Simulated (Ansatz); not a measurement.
# Si2W (I4/mmm): phonon-mediated transition temperature

What Tc do the phonons of Si2W (I4/mmm) give, and how does it depend on μ*? The cell shown first is a relaxed one, from steps not shown here.

Method: DFT PBE, scalar-relativistic, plane waves, PAW; PAW set soft_1, in Ansatz 0.2.0.

### 1. The cell after earlier relaxation steps

The structure is tetragonal, space group I4/mmm (No. 139). Conventional cell: a = 3.229 Å, b = 3.229 Å, c = 7.869 Å, α = 90.00°, β = 90.00°, γ = 90.00°. Nearest to Si lie 5 Si at 2.60 to 2.64 Å and 5 W at 2.63 Å. Nearest to W lie 10 Si at 2.63 Å. Farther neighbours are not listed.

### 2. Coupling and resistivity: q 3×3×3, k 9×9×9, scattering 16×16×16

The run that gives the couplings also evaluates McMillan's and Allen and Dynes's formulas and, where asked, the Eliashberg equations, over a range of μ*.

input.yaml reads:

```yaml
crystal:
  lattice:
    - [-1.6144737058, 1.6144737058, 3.9343583914]
    - [1.6144737058, -1.6144737058, 3.9343583914]
    - [1.6144737058, 1.6144737058, -3.9343583914]
  atoms:
    - { symbol: Si, position: [0.3344740828, 0.3344740828, 0.0] }
    - { symbol: Si, position: [0.6655259172, 0.6655259172, 0.0] }
    - { symbol: W, position: [0.0, 0.0, 0.0] }
kpoints:
  mp_grid: { grid: [9, 9, 9] }
hamiltonian:
  xc: pbe
  pseudopotentials: { kind: paw, azcp: { folder: soft_1 } }
scf:
  occupations: { method: methfessel_paxton, width: 0.2 }
output:
  eigenvalues: true
phonons:
  method: dfpt
  qmesh: [3, 3, 3]
  temperatures: { t_max: 1000, t_step: 50 }
  qpath:
    path:
      - [0.0, 0.0, 0.0]
      - [0.0, 0.0, 0.5]
      - [0.25, 0.25, 0.25]
      - [0.0, 0.5, 0.0]
      - [0.0, 0.0, 0.0]
      - [0.5, 0.5, -0.5]
    npoints: 6
  electrical_resistivity:
    mesh: [16, 16, 16]
    temperatures: [20.0, 50.0, 80.0, 100.0, 150.0, 200.0, 273.0, 300.0, 400.0, 500.0, 600.0, 800.0]
  superconductivity: { mesh: [16, 16, 16] }
```

Launch:

```bash
> ansatz run input.yaml --threads 16 --pin off --max-ram 92160MiB --backend cuda --events-out ev --progress --plain --runs-dir out --max-vram 78GiB
```

Numbers of over 12 decimals in the logs are rounded to 6 here.

The log of the run:

```text
Warning: phonons: the dynamical matrix that this run interpolates holds no multipole term above the dipole-dipole one, and a site of this crystal is no centre of inversion, so its interpolated transverse optical and acoustic branches and sound speeds can stay off near Gamma, and the density of states and the thermodynamics with them. What a run solves at a wave vector of phonons.qpoints, Gamma apart, where the deck admits one, is free of this, and under fd what a larger phonons.supercell samples
Engine: ansatz 0.2.0, aarch64-unknown-linux-gnu
Pseudopotentials: kind: paw
Pseudopotential: Si, paw, valence charge 4, recommended cutoff 420 eV (normal), soft_1/Si.paw.azcp
Pseudopotential: W, paw, valence charge 14, recommended cutoff 420 eV (normal), soft_1/W.paw.azcp
Functional definition: PBE
  parameter kappa = 0.804
  parameter beta = 0.066725
  exchange = pbe_x(kappa = kappa, mu = beta*pi^2/3)
  correlation = pbe_c(beta = beta)
[...]
Crystal: 3 atoms, lattice volume = 41.020 Å³
Basis set: ecut = 420 eV, 793 PW (Γ), exchange–correlation on 64×64×64 points (8 copies of the dense FFT grid, shifted against one another)
Bands: 15, of which v1, the nominal top of the filled ones, is band 11 counted from 1 (10 counted from 0)
Symmetry: 16 space group operations
k-points: 75 of 729
Non-local potential: Si, projectors of the file, l = 0: 2, l = 1: 2, l = 2: 1
Non-local potential: W, projectors of the file, l = 0: 3, l = 1: 2, l = 2: 2, l = 3: 1
PAW form: soft (Blöchl's): semilocal exchange-correlation on the pseudo side does not see the compensation charge
PAW one-centre angular grid: Si, 110 points (default); XC on 64 Gauss nodes
PAW one-centre angular grid: W, 590 points (default); XC on 64 Gauss nodes
Initial density: superposition of atomic densities (chi_scale 0.1, normalization cell, long waves kept (reshape's long-wave potential 0.00 eV rms))
Initial wavefunctions: pseudopotential atomic-orbital guess
[...]
Functional: x = pbe(κ = 0.804, μ = 0.219515), c = pbe(β = 0.066725)
SCF iter   1: F=—  HF=-11658.875720 eV  |F-HF|=—  |Δ(HF+E_count)|=         —  Δρ=5.03e-2  dr2=1.11e0  ethr=3.10e-3  ⟨swp⟩=5.3  Hψ=6127  notcnv=0
preconditioner: auto → Kerker (q_TF=auto, 2.459 Å⁻¹)  [metal: Δε(μ)=0.091 eV  Ē_g=8.190 eV  σ=0.200 eV  W_gap=0.36  n_scr=10 (ndim 8)  ℏωp=21.7 eV  f_vac=0.000  D(μ)=0.46/eV (n_scr^D=0)]
SCF iter   2: F=—  HF=-11658.622056 eV  |F-HF|=—  |Δ(HF+E_count)|=   2.54e-1  S|Δr|=    0.00e0  Δρ=2.63e-2  dr2=2.22e-1  ethr=3.10e-3  ⟨swp⟩=2.3  Hψ=2167  notcnv=0
preconditioner: auto → none  [insulator: Δε(μ)=0.181 eV  Ē_g=8.086 eV  σ=0.200 eV  W_gap=0.61  n_scr=10 (ndim 8)  ℏωp=21.7 eV  f_vac=0.000  D(μ)=0.31/eV (n_scr^D=0)  ε∞_Penn≈8.2]
SCF iter   3: F=—  HF=-11658.554929 eV  |F-HF|=—  |Δ(HF+E_count)|=   6.71e-2  S|Δr|=    0.00e0  Δρ=3.86e-3  dr2=5.27e-3  ethr=1.01e-3  ⟨swp⟩=2.9  Hψ=2112  notcnv=0
[...]
SCF iter   9: F=-11658.554384 eV  HF=-11658.554384 eV  |F-HF|=3.64e-12  |Δ(HF+E_count)|=  2.18e-11  S|Δr|=    0.00e0  Δρ=4.41e-8  dr2=5.19e-13  ethr=1.00e-12  ⟨swp⟩=5.1  Hψ=5281  notcnv=0
SCF 1 converged in 9 iterations: F = -11658.554384 eV  dr2 = 5.19e-13
  greatest PAW one-centre occupation: 0.999 electrons in one spin orbital (limit 2), on the W atom at site 2 (counted from 0), in its partial waves of l = 0
[...]
iter 1 solved again at ethr=2.27e-8 eV; its pass at ethr=3.10e-3 eV (dr2=5.00e-6 eV) is discarded
SCF iter   1: F=—  HF=-11658.554384 eV  |F-HF|=—  |Δ(HF+E_count)|=         —  Δρ=1.24e-7  dr2=5.83e-12  ethr=2.27e-8  ⟨swp⟩=3.1  Hψ=9508  notcnv=0
eigensolver tolerance schedule: the retry pair's looser diagonalisation over-reported the residual by 858019.87 of it (diagonalisation noise at an unbounded share of the residual, at the tolerance the schedule requests for it); recorded, not acted on — ethr = c·dr2/N_el stays at c = 1.0e-1
[...]
SCF iter   2: F=-11658.554384 eV  HF=-11658.554384 eV  |F-HF|=0.00e0  |Δ(HF+E_count)|=  9.50e-10  S|Δr|=    0.00e0  Δρ=6.93e-8  dr2=2.81e-12  ethr=1.00e-12  ⟨swp⟩=5.2  Hψ=4567  notcnv=0
SCF 2 converged in 2 iterations: F = -11658.554384 eV  dr2 = 2.81e-12
[...]
SCF 3 converged in 9 iterations: F = -11658.554384 eV  dr2 = 5.46e-13
[...]
SCF converged after 9 iterations
[...]
Hall coefficient in a weak field at 50 K (a third of the trace): 1.257e-9 m³/C (as a tensor it moves by 5.4 % between the two finest meshes); by each state's relaxation time: 1.169e-9 m³/C; by a constant relaxation time: 6.659e-10 m³/C
  mean free path at 80 K (of a tensor a third of its trace): 493 nm by what each carries, 423 by the Fermi surface alone
  Hall coefficient in a weak field at 80 K (a third of the trace): 1.291e-9 m³/C (as a tensor it moves by 8.2 % between the two finest meshes); by each state's relaxation time: 1.288e-9 m³/C; by a constant relaxation time: 6.642e-10 m³/C
  mean free path at 100 K (of a tensor a third of its trace): 289 nm by what each carries, 252 by the Fermi surface alone
  Hall coefficient in a weak field at 100 K (a third of the trace): 1.266e-9 m³/C (as a tensor it moves by 9.0 % between the two finest meshes); by each state's relaxation time: 1.266e-9 m³/C; by a constant relaxation time: 6.633e-10 m³/C
  mean free path at 150 K (of a tensor a third of its trace): 125 nm by what each carries, 113 by the Fermi surface alone
  Hall coefficient in a weak field at 150 K (a third of the trace): 1.154e-9 m³/C (as a tensor it moves by 10.2 % between the two finest meshes); by each state's relaxation time: 1.152e-9 m³/C; by a constant relaxation time: 6.610e-10 m³/C
  mean free path at 200 K (of a tensor a third of its trace): 76.6 nm by what each carries, 70.6 by the Fermi surface alone
  Hall coefficient in a weak field at 200 K (a third of the trace): 1.076e-9 m³/C (as a tensor it moves by 10.9 % between the two finest meshes); by each state's relaxation time: 1.074e-9 m³/C; by a constant relaxation time: 6.581e-10 m³/C
  mean free path at 273 K (of a tensor a third of its trace): 48.9 nm by what each carries, 45.7 by the Fermi surface alone
  Hall coefficient in a weak field at 273 K (a third of the trace): 1.017e-9 m³/C (as a tensor it moves by 11.4 % between the two finest meshes); by each state's relaxation time: 1.014e-9 m³/C; by a constant relaxation time: 6.522e-10 m³/C
  mean free path at 300 K (of a tensor a third of its trace): 43.2 nm by what each carries, 40.6 by the Fermi surface alone
  Hall coefficient in a weak field at 300 K (a third of the trace): 1.003e-9 m³/C (as a tensor it moves by 11.5 % between the two finest meshes); by each state's relaxation time: 1.000e-9 m³/C; by a constant relaxation time: 6.497e-10 m³/C
  mean free path at 400 K (of a tensor a third of its trace): 30.2 nm by what each carries, 28.7 by the Fermi surface alone
  Hall coefficient in a weak field at 400 K (a third of the trace): 9.642e-10 m³/C (as a tensor it moves by 12.4 % between the two finest meshes); by each state's relaxation time: 9.603e-10 m³/C; by a constant relaxation time: 6.392e-10 m³/C
  mean free path at 500 K (of a tensor a third of its trace): 23.3 nm by what each carries, 22.3 by the Fermi surface alone
  Hall coefficient in a weak field at 500 K (a third of the trace): 9.429e-10 m³/C (as a tensor it moves by 12.5 % between the two finest meshes); by each state's relaxation time: 9.394e-10 m³/C; by a constant relaxation time: 6.269e-10 m³/C
  mean free path at 600 K (of a tensor a third of its trace): 18.9 nm by what each carries, 18.1 by the Fermi surface alone
  Hall coefficient in a weak field at 600 K (a third of the trace): 9.232e-10 m³/C (as a tensor it moves by 12.7 % between the two finest meshes); by each state's relaxation time: 9.200e-10 m³/C; by a constant relaxation time: 6.130e-10 m³/C
  mean free path at 800 K (of a tensor a third of its trace): 13.5 nm by what each carries, 13.1 by the Fermi surface alone
  Hall coefficient in a weak field at 800 K (a third of the trace): 8.967e-10 m³/C (as a tensor it moves by 12.8 % between the two finest meshes); by each state's relaxation time: 8.937e-10 m³/C; by a constant relaxation time: 5.792e-10 m³/C
  the resistivity times a path that all electrons share, by the Fermi surface of the deck's mesh alone (a third of the trace): 4.896e-15 Ω·m²
  not converged in the mesh (λ; λ_tr; the resistivity at 20 K by 64.11 %; the resistivity at 50 K by 24.03 %; the resistivity at 80 K by 23.70 %; the resistivity at 100 K by 26.71 %; the resistivity at 150 K by 28.25 %; the resistivity at 200 K by 28.16 %; the resistivity at 273 K by 27.36 %; the resistivity at 300 K by 27.13 %; the resistivity at 400 K by 27.74 %; the resistivity at 500 K by 27.42 %; the resistivity [...]
  vibrations of 27 cells: unjudged by the run; compare a larger repeat
  the changes of the potential over all sites missed a rigid shift's by 0.00 % (the site terms' by 0.00 %)
  at the force constants' own smearing the fine mesh and the k-points of their solves give squared frequencies that differ by 6.6 % of the larger at the most, at (0.3333, 0.3333, -0.3333)
--- Superconductivity: potentials and phonons of a 3×3×3 supercell ---
           mesh         λ    ħω_log (meV)  μ* declared at (meV)
       16×16×16    0.0839          23.526               30.618
          8×8×8    0.0861          24.413               30.324
          4×4×4    0.1457          25.404               30.978
  λ by the species' shares of the modes' patterns: Si 0.0386, W 0.0453
  with the Fermi level up to 60.0 meV (the hardest mode) off, states and modes as they are: density of states 0.1113 to 0.1982 /eV of one spin and cell, λ 0.0811 to 0.1469
  transition temperature on the deck's mesh (K), isotropic and anisotropic, restricted to the Fermi surface (FSR) and over the full bandwidth (FBW), and the last with the density of states resolved in a narrower window:
        μ*   McMillan   Allen–Dynes      iso. FSR      iso. FBW    aniso. FSR    aniso. FBW  narrow window
      0.08          -             -    none_found    none_found    none_found    none_found     none_found
      0.10          -             -    none_found    none_found    none_found    none_found     none_found
      0.12          -             -    none_found    none_found    none_found    none_found     none_found
      0.13          -             -    none_found    none_found    none_found    none_found     none_found
      0.14          -             -    none_found    none_found    none_found    none_found     none_found
      0.16          -             -    none_found    none_found    none_found    none_found     none_found
      0.20          -             -    none_found    none_found    none_found    none_found     none_found
  none_found: no transition down to 0.1 K
  isotope coefficients −∂ln Tc/∂ln M under μ* = 0.13, the force constants as they are, of the isotropic transitions restricted to the Fermi surface and over the full bandwidth: Si - and -, W - and -
  not converged in the mesh (λ): between neighbouring meshes, the two finest first, λ moves by 2.55 % and 69.32 % and the anisotropic transition temperature over the full bandwidth at μ* = 0.13 by nothing (neither mesh has one) and nothing (neither mesh has one); converged means that the two finest part by at most 2.00 % and 5.00 %
  vibrations of 27 cells: unjudged by the run; compare a larger repeat
  the changes of the potential over all sites missed a rigid shift's by 0.00 % (the site terms' by 0.00 %)
  at the force constants' own smearing the fine mesh and the k-points of their solves give squared frequencies that differ by 6.6 % of the larger at the most, at (0.3333, 0.3333, -0.3333)
```

Wall time 25 s (1 × NVIDIA GB200 with 16 threads of Arm Neoverse V2, shared host); peak memory 3.2 GiB.

Numbers from this step:

- volume per atom: 13.67 Å³/atom
- metallic on mesh: yes
- gap on the k-mesh: 0 eV
- zero-point energy: 0.1497 eV/cell
- share of imaginary modes in the plain interpolation between solved wavevectors: 0
- highest frequency, solved or plainly interpolated: 454.9 cm⁻¹
- Debye temperature (second moment): 530 K
- resistivity at 300 K: 12.23 μΩ cm, mean of the axes
- coupling constant λ: 0.08393
- density of states at the Fermi level: 0.1144 states/eV a spin and cell
- log mean phonon energy ħω_log: 23.53 meV
- transport coupling constant λ_tr: 0.08401, 0.08401, 0.07471 (xx, yy, zz)
- Drude plasma energy: 2.569, 2.569, 3.019 eV (xx, yy, zz)
- resistivity times mean free path: 53.84, 53.84, 39.2 × 10⁻¹⁶ Ω m² (xx, yy, zz)
- second-moment phonon energy ħω₂: 30.62 meV

Transition temperatures:

```tsv
μ*
0.08
0.1
0.12
0.13
0.14
0.16
0.2
```

### 3. Coupling and resistivity: q 4×4×4, k 12×12×12, scattering 20×20×20

The next rung changes the q mesh, which sets the reach of the force constants and couplings; the k mesh of the density and its response; the scattering mesh, which samples the Fermi surface.

Edit input.yaml of step 2 so:

```diff
@@ -10,3 +10,3 @@
 kpoints:
-  mp_grid: { grid: [9, 9, 9] }
+  mp_grid: { grid: [12, 12, 12] }
 hamiltonian:
@@ -20,3 +20,3 @@
   method: dfpt
-  qmesh: [3, 3, 3]
+  qmesh: [4, 4, 4]
   temperatures: { t_max: 1000, t_step: 50 }
@@ -32,4 +32,4 @@
   electrical_resistivity:
-    mesh: [16, 16, 16]
+    mesh: [20, 20, 20]
     temperatures: [20.0, 50.0, 80.0, 100.0, 150.0, 200.0, 273.0, 300.0, 400.0, 500.0, 600.0, 800.0]
-  superconductivity: { mesh: [16, 16, 16] }
+  superconductivity: { mesh: [20, 20, 20] }
```

The log of the run:

```text
[...]
Crystal: 3 atoms, lattice volume = 41.020 Å³
Basis set: ecut = 420 eV, 793 PW (Γ), exchange–correlation on 64×64×64 points (8 copies of the dense FFT grid, shifted against one another)
Bands: 15, of which v1, the nominal top of the filled ones, is band 11 counted from 1 (10 counted from 0)
Symmetry: 16 space group operations
k-points: 163 of 1728
[...]
SCF iter   1: F=—  HF=-11658.879787 eV  |F-HF|=—  |Δ(HF+E_count)|=         —  Δρ=5.03e-2  dr2=1.11e0  ethr=3.10e-3  ⟨swp⟩=5.3  Hψ=13295  notcnv=0
[...]
SCF iter   2: F=—  HF=-11658.624053 eV  |F-HF|=—  |Δ(HF+E_count)|=   2.56e-1  S|Δr|=    0.00e0  Δρ=2.63e-2  dr2=2.23e-1  ethr=3.10e-3  ⟨swp⟩=2.3  Hψ=4647  notcnv=0
[...]
SCF iter   9: F=-11658.556077 eV  HF=-11658.556077 eV  |F-HF|=0.00e0  |Δ(HF+E_count)|=  7.28e-12  S|Δr|=    0.00e0  Δρ=4.12e-8  dr2=5.07e-13  ethr=1.00e-12  ⟨swp⟩=5.2  Hψ=11935  notcnv=0
SCF 1 converged in 9 iterations: F = -11658.556077 eV  dr2 = 5.07e-13
[...]
SCF iter   3: F=-11658.556077 eV  HF=-11658.556077 eV  |F-HF|=3.64e-12  |Δ(HF+E_count)|=  5.46e-12  S|Δr|=    0.00e0  Δρ=6.80e-8  dr2=2.97e-12  ethr=1.00e-12  ⟨swp⟩=1.0  Hψ=5542  notcnv=0
SCF 2 converged in 3 iterations: F = -11658.556077 eV  dr2 = 2.97e-12
[...]
SCF 3 converged in 9 iterations: F = -11658.556077 eV  dr2 = 4.94e-13
[...]
SCF converged after 9 iterations
[...]
vibrations of 64 cells: unjudged by the run; compare a larger repeat
[...]
--- Superconductivity: potentials and phonons of a 4×4×4 supercell ---
           mesh         λ    ħω_log (meV)  μ* declared at (meV)
       20×20×20    0.0889          23.753               30.898
       10×10×10    0.0928          24.266               30.736
          5×5×5    0.1185          25.388               30.843
  λ by the species' shares of the modes' patterns: Si 0.0419, W 0.0469
[...]
0.08      0.000         0.000    none_found    none_found    none_found    none_found     none_found
      0.10          -             -    none_found    none_found    none_found    none_found     none_found
      0.12          -             -    none_found    none_found    none_found    none_found     none_found
      0.13          -             -    none_found    none_found    none_found    none_found     none_found
      0.14          -             -    none_found    none_found    none_found    none_found     none_found
      0.16          -             -    none_found    none_found    none_found    none_found     none_found
      0.20          -             -    none_found    none_found    none_found    none_found     none_found
  none_found: no transition down to 0.1 K
[...]
vibrations of 64 cells: unjudged by the run; compare a larger repeat
[...]
```

It took 56 s on 1 × NVIDIA GB200 with 16 threads; peak memory 5.8 GiB.

This step gave:

| Item | Value |
| --- | --- |
| zero-point energy | 0.1500 eV/cell |
| highest frequency, solved or plainly interpolated | 451.2 cm⁻¹ |
| Debye temperature (second moment) | 531 K |
| resistivity at 300 K | 12.33 μΩ cm, mean of the axes |
| coupling constant λ | 0.08886 |
| density of states at the Fermi level | 0.1149 states/eV a spin and cell |
| log mean phonon energy ħω_log | 23.75 meV |
| transport coupling constant λ_tr | 0.08772, 0.08772, 0.07753 (xx, yy, zz) |
| Drude plasma energy | 2.595, 2.595, 2.982 eV (xx, yy, zz) |
| resistivity times mean free path | 52.47, 52.47, 40.27 × 10⁻¹⁶ Ω m² (xx, yy, zz) |
| second-moment phonon energy ħω₂ | 30.90 meV |

An empty cell: under 1 mK by a formula, or no transition down to the floor of the Eliashberg search. Transition temperatures:

```tsv
μ*	McMillan Tc (K)	Allen–Dynes Tc (K)
0.08	-	-
0.1	-	-
0.12	-	-
0.13	-	-
0.14	-	-
0.16	-	-
0.2	-	-
```

(Continued in part 2 of 2.)

[Logs are printed without paths, hosts, clocks, repeated set-up lines and the standing remarks that a program may print on its own settings, such as how far it seeks lower states.]

[Hosts, paths, dates, database ids (printed as entryN), source tags and the programs' standing remarks are cut or masked in the printed files.]
